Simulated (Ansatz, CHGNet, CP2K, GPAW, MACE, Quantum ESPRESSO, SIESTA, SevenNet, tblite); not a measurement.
## Random rutile alloy of IrO2 and SiO2 (96 atoms): runs against a plane-wave reference

The cell holds 96 atoms: 16 Si, 64 O and 16 Ir. Cell: a = 8.677 Å, b = 8.677 Å, c = 11.638 Å, α = 90.0°, β = 90.0°, γ = 90.0°. It derives from IrO2 (rutile), repeated 2×2×4. Rutile IrO2, 2 x 2 x 4 conventional cells, 16 of 32 Ir sites given to Si at random (x = 0.500), lattice by Vegard's rule (cell 4.338, 4.338, 2.909, 90, 90, 90); every coordinate displaced by a Gaussian of 0.07 Å. Then every atom was moved at random, 0.03 Å r.m.s. a Cartesian component.

Geometry: as built.

The reference, a calculation:

```
method                 : Kohn-Sham DFT, PBE, SSSP efficiency 1.3.0 pseudopotentials, plane waves (Quantum ESPRESSO 7.5); sssp-pbe-1.3.0-efficiency, cutoffs 60/480 Ry, Γ point
r.m.s. force component : 3.975 eV/Å
longest force          : 18.02 eV/Å
pressure               : 35.13 GPa
time                   : 4.5 min on 4 MPI ranks of Arm Neoverse V2, shared host
CPU time               : 18 min
```

**Question.** The same geometry is run in other programs. How far does each lie from the reference, and what does it cost?
- CP2K PBE, DZVP-UZH, 210/50 Ry, diagonalisation (CP2K 2026.2; 4 MPI ranks)
- MACE MP-0b3 medium potential (MACE MP-0b3 medium; 1 thread)
- GPAW PBE, LCAO sz(dzp), h 0.18 Å (GPAW 26.7.0; 1 thread)
- CHGNet 0.3.0 potential (CHGNet 0.3.0; 1 thread)
- GPAW PBE, LCAO dzp, h 0.18 Å (GPAW 26.7.0; 2 MPI ranks)
- SIESTA PBE, SZ, shift 0.01 Ry, mesh 500 Ry (SIESTA 5.4.2; 1 thread)
- tblite GFN2-xTB (tblite 0.8.0; 1 thread)
- GPAW RPBE, LCAO dzp, h 0.18 Å (GPAW 26.7.0; 2 MPI ranks)
- CP2K PBE, SZV-MOLOPT-SR, 600/50 Ry, diagonalisation (CP2K 2026.2; 2 threads)
- GPAW PBE, LCAO szp(dzp), h 0.18 Å (GPAW 26.7.0; 1 thread)

Differences are against the plane-wave reference, forces as r.m.s. over components; share is that over the reference's r.m.s. force, slope the least-squares factor from reference forces to these. Total energies of different programs have different zeros and aren't compared.

```tsv
run	Δ force, r.m.s. (meV/Å)	share (%)	slope	Δ pressure (GPa)	cores	CPU time	memory (GiB)
reference	-	-	-	-	4	18 min	3.4
CP2K PBE, DZVP-UZH, 210/50 Ry, diagonalisation (coarse)	190	4.78	0.996	0.741	4	15 min	2.7
MACE MP-0b3 medium potential	567	14.3	0.952	1.10	1	8.4 s	1.4
GPAW PBE, LCAO sz(dzp), h 0.18 Å (coarse)	1128	28.4	1.181	-	1	3 min	1.3
CHGNet 0.3.0 potential	635	16.0	1.046	9.17	1	4.5 s	2.1
GPAW PBE, LCAO dzp, h 0.18 Å	207	5.21	1.022	-	2	9.6 min	2.2
SIESTA PBE, SZ, shift 0.01 Ry, mesh 500 Ry (coarse)	1511	38.0	1.186	16.0	1	2.4 min	0.84
tblite GFN2-xTB	1577	39.7	0.633	-17.5	1	14 s	0.13
GPAW RPBE, LCAO dzp, h 0.18 Å	260	6.54	1.043	-	2	9.6 min	2.2
CP2K PBE, SZV-MOLOPT-SR, 600/50 Ry, diagonalisation (coarse)	1487	37.4	1.297	35.2	2	6.1 min	2.2
GPAW PBE, LCAO szp(dzp), h 0.18 Å (coarse)	484	12.2	1.103	-	1	6.3 min	1.6
```

Rows marked coarse were listed beforehand as settings not expected to be converged; some can still land near the reference.

Times of the machine-learned potentials are mostly Python's start and the loading of weights.

CPU time is summed over cores on a shared host, where runs went side by side, so it is rough. Symmetry, cutoffs, thresholds, outputs and thread counts weren't matched or tuned between programs; memory under MPI is the largest rank's times the ranks.

The PBE run in local orbitals, coarse settings apart, differs by 5.2 % (GPAW PBE, LCAO dzp, h 0.18 Å); basis, grid and potentials can all enter. Tight binding differs by 40 % (tblite GFN2-xTB); it is another model, with fitted parameters of its own, and the xTB methods hold dispersion. Machine-learned potentials differ by 14 % (MACE MP-0b3 medium potential) to 16 % (CHGNet 0.3.0 potential); they were trained on other programs' data. Rows with another functional or a dispersion term differ by 6.5 % (GPAW RPBE, LCAO dzp, h 0.18 Å), which mixes the change of model with differences of basis and potentials. Periodic xTB results under one method name differ between programs and library versions. Machine-learned potentials mimic data converged in k, so the reference's own k-point error enters their differences. The runs have no spin polarisation, so any moments at edges, vacancies or dangling bonds can't form. The electronic-structure runs sample only Γ, in a cell whose shortest periodic width is 9 Å, which is coarse for a cell with partly filled levels.

[Logs are printed without paths, hosts, clocks, repeated set-up lines and the standing remarks that a program may print on its own settings, such as how far it seeks lower states.]

[Hosts, paths, dates, database ids (printed as entryN), source tags and the programs' standing remarks are cut or masked in the printed files.]
